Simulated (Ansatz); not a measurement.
**ScBiO3 (C2/c): spin-orbit coupling beyond the local functionals**

Aim: the spin-orbit change of the gap of ScBiO3 (C2/c).

Main program and level: Ansatz 0.2.0; density functionals with and without spin-orbit coupling, plane waves, PAW.

## 1. Starting point

It takes space group C2/c (No. 15, monoclinic). Conventional cell: a = 9.981 Å, b = 5.894 Å, c = 10.143 Å, α = 90.00°, β = 108.92°, γ = 90.00°. Nearest to Sc lie 6 O at 2.10 to 2.16 Å. Nearest to Sc lie 6 O at 2.08 to 2.19 Å. Nearest to Bi lie 4 O at 2.17 to 2.58 Å. O has 2 Sc at 2.10 to 2.19 Å and 1 Bi at 2.17 Å nearest. Nearest to O lie 2 Sc at 2.14 Å and 2 Bi at 2.20 to 2.58 Å. O has 2 Sc at 2.08 to 2.16 Å and 1 Bi at 2.20 Å nearest. Farther neighbours and most contacts between anions are not listed.

The cell is the Materials Project's (PBE, PBE+U or r2SCAN) relaxed one; the ions were relaxed with LDA. Spin-orbit coupling is left out unless a step names it.

## 2. HSE06, 2×2×2 mesh

This step: DFT, HSE06, plane waves, PAW; PAW set soft_1.

input.yaml reads:

```yaml
crystal:
  lattice:
    - [4.990429, -2.946812, 0.0]
    - [4.990429, 2.946812, 0.0]
    - [-3.288007, 0.0, 9.594851]
  atoms:
    - { symbol: Sc, position: [0.5, 0.0, 0.0] }
    - { symbol: Sc, position: [0.7467744295, 0.2532255705, 0.75] }
    - { symbol: Sc, position: [0.0, 0.5, 0.5] }
    - { symbol: Sc, position: [0.2532255705, 0.7467744295, 0.25] }
    - { symbol: Bi, position: [0.3068079702, 0.9668261159, 0.6377382856] }
    - { symbol: Bi, position: [0.9668261159, 0.3068079702, 0.1377382856] }
    - { symbol: Bi, position: [0.6931920298, 0.0331738841, 0.3622617144] }
    - { symbol: Bi, position: [0.0331738841, 0.6931920298, 0.8622617144] }
    - { symbol: O, position: [0.1733092497, 0.1188896856, 0.8377623058] }
    - { symbol: O, position: [0.7310255316, 0.1042719339, 0.9161184122] }
    - { symbol: O, position: [0.6309143319, 0.687847841, 0.3621311594] }
    - { symbol: O, position: [0.8811103144, 0.8266907503, 0.6622376942] }
    - { symbol: O, position: [0.312152159, 0.3690856681, 0.1378688406] }
    - { symbol: O, position: [0.3690856681, 0.312152159, 0.6378688406] }
    - { symbol: O, position: [0.1042719339, 0.7310255316, 0.4161184122] }
    - { symbol: O, position: [0.8957280661, 0.2689744684, 0.5838815878] }
    - { symbol: O, position: [0.8266907503, 0.8811103144, 0.1622376942] }
    - { symbol: O, position: [0.687847841, 0.6309143319, 0.8621311594] }
    - { symbol: O, position: [0.2689744684, 0.8957280661, 0.0838815878] }
    - { symbol: O, position: [0.1188896856, 0.1733092497, 0.3377623058] }
kpoints:
  mp_grid: { grid: [2, 2, 2] }
  band_path:
    path:
      - [0.0, 0.0, 0.0]
      - [-0.34740707, 0.34740707, 0.0]
      - [-0.65259293, -0.34740707, 0.0]
      - [-0.5, -0.5, 0.0]
      - [-0.5, -0.5, 0.5]
      - [-0.68366665, -0.31633335, 0.5]
      - [-0.31633335, 0.31633335, 0.5]
      - [0.0, 0.0, 0.5]
      - [-0.5, 0.0, 0.5]
      - [-0.530518586, -0.469481414, 0.0]
    npoints: 1
hamiltonian:
  xc: hse06
  pseudopotentials: { kind: paw, azcp: { folder: soft_1 } }
scf:
  occupations: { method: fixed }
  n_extra_bands: 10
output:
  eigenvalues: true
```

On the command line:

```console
$ ansatz run input.yaml --threads 24 --pin off --max-ram 82944MiB --backend cuda --events-out ev --progress --plain --runs-dir out --devices 1 --max-vram 78GiB
```

Numbers of over 12 decimals in the logs are rounded to 6 here.

The log of the run:

```text
scf.n_extra_bands = 10 over 88 filled bands (N_el = 176.0): the run solves 98 bands
exact exchange: scf.exx.singularity resolves to wigner_seitz, which cuts the screened interaction at the faces of the exchange supercell's Wigner-Seitz cell, so that each pair interacts once, at the shortest of its separations (the periodic images that this leaves out come, for a point-like exchange hole, to about 0.001 eV on a filled level). The cut falls within the interaction's reach, and what an exchange supercel [...]
GPUs: using 1 of 1 available (devices: 1).
Engine: ansatz 0.2.0, aarch64-unknown-linux-gnu
Pseudopotentials: kind: paw
Pseudopotential: Sc, paw, valence charge 11, recommended cutoff 420 eV (normal), soft_1/Sc.paw.azcp
Pseudopotential: Bi, paw, valence charge 15, recommended cutoff 420 eV (normal), soft_1/Bi.paw.azcp
Pseudopotential: O, paw, valence charge 6, recommended cutoff 420 eV (normal), soft_1/O.paw.azcp
Functional definition: HSE06
  parameter a = 0.25
  parameter omega = 0.11/bohr
  exchange = pbe_x - a*pbe_x_sr(omega) + a*exact_x_sr(omega)
  correlation = pbe_c
davidson cushion auto → on  (no smearing: the cushion is to keep the highest requested band from converging to the state above it; pin scf.eigensolver.cushion to override)
[...]
Crystal: 20 atoms, lattice volume = 282.201 Å³
Basis set: ecut = 420 eV, 5505 PW (Γ)
Bands: 98, of which v1, the nominal top of the filled ones, is band 88 counted from 1 (87 counted from 0)
Symmetry: 4 space group operations
Space group: C2/c (ITA 15), of the structure as read, at distance tolerance 6.6e-5 Å
k-points: 6 of 8
Non-local potential: Sc, projectors of the file, l = 0: 3, l = 1: 2, l = 2: 3, l = 3: 1
Non-local potential: Bi, projectors of the file, l = 0: 2, l = 1: 2, l = 2: 2, l = 3: 1
Non-local potential: O, projectors of the file, l = 0: 2, l = 1: 2, l = 2: 1
PAW form: soft (Blöchl's): semilocal exchange-correlation on the pseudo side does not see the compensation charge
PAW frozen core: Sc, regenerated for the run's functional, and the local potential with it (the file was generated under x = pbe(κ = 0.804, μ = 0.219515), c = pbe(β = 0.066725))
PAW frozen core: Bi, regenerated for the run's functional, and the local potential with it (the file was generated under x = pbe(κ = 0.804, μ = 0.219515), c = pbe(β = 0.066725))
PAW frozen core: O, regenerated for the run's functional, and the local potential with it (the file was generated under x = pbe(κ = 0.804, μ = 0.219515), c = pbe(β = 0.066725))
PAW one-centre angular grid: Sc, 590 points (default); XC on 96 Gauss nodes
PAW one-centre angular grid: Bi, 590 points (default); XC on 64 Gauss nodes
PAW one-centre angular grid: O, 110 points (default); XC on 96 Gauss nodes
Initial density: superposition of atomic densities (chi_scale 0.1, normalization cell, long waves kept (reshape's long-wave potential 0.01 eV rms))
Initial wavefunctions: pseudopotential atomic-orbital guess
[...]
Functional: x = pbe(κ = 0.804, μ = 0.219515), c = pbe(β = 0.066725), warm-up for x = pbe(κ = 0.804, μ = 0.219515) + 0.25 (exact − pbe) at short range (hse, ω = 0.207870 Å⁻¹), c = pbe(β = 0.066725); HSE06 as pw.x's `hse` composes it (authors' and Libxc's form: `xc: wpbeh`)
[...]
hybrid outer 1: dexx = +1.578e-1 eV, tail = 3.35e-4 eV
[...]
SCF 3 converged in 5 iterations: F = -64978.918547 eV  dr2 = 6.56e-8
hybrid outer 2: dexx = +1.307e-5 eV, tail = 2.44e-7 eV, Δε = 8.29e-3 eV (about 2.62e-4 eV left of the loop's levels)
[...]
Harris-Foulkes:  -64978.918548 eV  (|F-HF|=4.47e-8)
Internal energy: -64978.918548 eV  (E = F + TS)
E sigma→0 (E₀):  -64978.918548 eV
Fermi energy:    8.140043 eV
--- Per-component energies (eV) ---
  E_band       = -1262.515303
  E_kinetic    = 3866.891043
  E_local      = -12009.706462  (includes V_loc(G=0)·N_el)
  E_nonlocal   = 2796.533576
  E_hartree    = 4423.148095
  E_xc         = -1464.029963
  E_vxc        = -1642.229165  (∫ρ·V_xc dr)
  E_exx        = -508.604388  (= α·E_x^exact, valence–valence)
  E_paw        = -48412.414965  (= ΣΔE_a)
  E_vpaw       = -2103.113513  (= ΣTr[D̂ρ^β])
  E_aug_tail   = 0.009960  (compensation charges beyond the density's cutoff)
  E_ewald      = -13670.380415
  E_core_change = -0.365029  (= ΣΔE_core)
  E_smearing   = -0.000000  (= −TS)
  E_closure    = -0.000000  (closes the sum)
  Σ components = -64978.918548   (vs F -64978.918548, Δ=0.00e0)
--- Band table (eV; the first three rows and the last of 6) ---
  k-point 0: bands = ["-42.9899", "-42.9895", "-42.9712", "-42.9708", "-20.2144", "-20.2048", "-20.1737", "-20.1535", "-20.1413", "-20.1368", "-20.1356", "-20.1181", "-20.0955", "-20.0727", "-20.0726", "-20.0480", "-15.2332", "-15.2306", "-15.2267", "-15.2242", "-15.2128", "-15.2031", "-15.2015", "-15.1988", "-15.0654", "-15.0649", "-15.0538", "-15.0505", "-15.0492", "-15.0276", "-15.0275", "-15.0214", "-14.9746", "- [...]
  k-point 1: bands = ["-42.9897", "-42.9897", "-42.9710", "-42.9710", "-20.2057", "-20.2057", "-20.1672", "-20.1672", "-20.1563", "-20.1563", "-20.1094", "-20.1094", "-20.0789", "-20.0789", "-20.0660", "-20.0660", "-15.2316", "-15.2316", "-15.2267", "-15.2267", "-15.2082", "-15.2082", "-15.1992", "-15.1992", "-15.0658", "-15.0658", "-15.0528", "-15.0528", "-15.0388", "-15.0388", "-15.0227", "-15.0227", "-14.9703", "- [...]
  k-point 2: bands = ["-42.9896", "-42.9896", "-42.9711", "-42.9711", "-20.2163", "-20.2077", "-20.1743", "-20.1726", "-20.1679", "-20.1463", "-20.1076", "-20.0885", "-20.0823", "-20.0798", "-20.0679", "-20.0587", "-15.2349", "-15.2283", "-15.2265", "-15.2191", "-15.2121", "-15.2079", "-15.2050", "-15.2036", "-15.0722", "-15.0660", "-15.0511", "-15.0463", "-15.0439", "-15.0323", "-15.0298", "-15.0241", "-14.9684", "- [...]
  k-point 5: bands = ["-42.9895", "-42.9895", "-42.9711", "-42.9711", "-20.2199", "-20.2199", "-20.1714", "-20.1714", "-20.1474", "-20.1474", "-20.1017", "-20.1017", "-20.0859", "-20.0859", "-20.0591", "-20.0591", "-15.2358", "-15.2358", "-15.2235", "-15.2235", "-15.2149", "-15.2149", "-15.1994", "-15.1994", "-15.0754", "-15.0754", "-15.0483", "-15.0483", "-15.0371", "-15.0371", "-15.0266", "-15.0266", "-14.9753", "- [...]
```

Wall time 11 s (1 × NVIDIA GB200 (shared by 2 runs) with 24 threads of Arm Neoverse V2, shared host); peak memory 1.8 GiB.

Numbers from this step:

```yaml
gap: 4.003 eV
valence_top_at: k = (-0.500, 0.000, 0.500)
conduction_bottom_at: Y_2
least_direct_gap: 4.180 eV
exact_exchange_fraction: 0.25
```

The gap is indirect, with the least direct gap 0.18 eV higher.

## 3. HSE06+SOC, 2×2×2 mesh

Spin-orbit coupling can split or shift the edges; a non-collinear run measures by how much.

This step: DFT, HSE06 with spin-orbit coupling, plane waves, PAW; PAW set soft_1.

input.yaml: that of step 2 with these lines changed.

```diff
@@ -43,6 +43,9 @@
   xc: hse06
-  pseudopotentials: { kind: paw, azcp: { folder: soft_1 } }
+  pseudopotentials: { kind: paw_fr, azcp: { folder: soft_1 } }
 scf:
   occupations: { method: fixed }
-  n_extra_bands: 10
+  n_extra_bands: 20
+magnetization:
+  noncollinear: true
+  spin_orbit: true
 output:
```

The log of the run:

```text
[...]
GPUs: using 1 of 1 available (devices: 1).
[...]
non-collinear run that drives no moment, with spin-orbit: no starting moment large enough to seed its density (crystal.atoms[].spin), no starting occupations that ask for one, no magnetisation constraint and no magnetic field, so the semilocal B_xc is pinned to zero
[...]
Crystal: 20 atoms, lattice volume = 282.201 Å³
Basis set: ecut = 420 eV, 5505 PW (Γ)
Bands: 196, of which v1, the nominal top of the filled ones, is band 176 counted from 1 (175 counted from 0)
Symmetry: 4 space group operations + 4 with time reversal
[...]
k-points: 6 of 8
Projection manifold: j_resolved (fully-relativistic pseudo-atomic orbitals)
[...]
hybrid outer 1: dexx = +1.612e-1 eV, tail = 5.09e-4 eV
[...]
SCF 3 converged in 5 iterations: F = -65026.967603 eV  dr2 = 4.77e-8
[...]
```

Run time: 35 s. Hardware: 1 × NVIDIA GB200 (shared by 2 runs) with 24 threads; peak memory 3.4 GiB; 5.8 min of CPU time.

Numbers from this step:

| Property | Result |
| --- | --- |
| gap | 3.719 eV |
| valence top at | k = (-0.500, 0.000, 0.500) |
| conduction bottom at | Y_2 |
| least direct gap | 3.894 eV |
| exact-exchange fraction | 0.25 |

The gap stands −0.28 eV against HSE06.

## 4. Together

Times are wall times on 1 × NVIDIA GB200 (shared by 2 runs) with 24 threads of Arm Neoverse V2, shared host, good to a factor of about two.

```
level  gap (eV)  with coupling (eV)  change (eV)  time  with coupling
HSE06      4.00                3.72        −0.28  11 s           35 s
```

## 5. What came out

| Quantity | Value |
| --- | --- |
| HSE06 | 4.00 eV |
| HSE06+SOC | 3.72 eV |

What this shows: Spin-orbit coupling changes the gap by −0.28 eV and the least direct gap by −0.29 eV.

[Paths, hosts, dates, memory and timing lines, banners, echoed tables and standing remarks are left out of the program output.]

[Logs are printed without paths, hosts, clocks, repeated set-up lines and the standing remarks that a program may print on its own settings, such as how far it seeks lower states.]

[Runs of the session that timed out or met a known fault of the program may be left out.]

[Cells called generated may have been cut or substituted from an entry of the Crystallography Open Database or the Materials Project.]

[Hosts, paths, dates, database ids (printed as entryN), source tags and the programs' standing remarks are cut or masked in the printed files.]
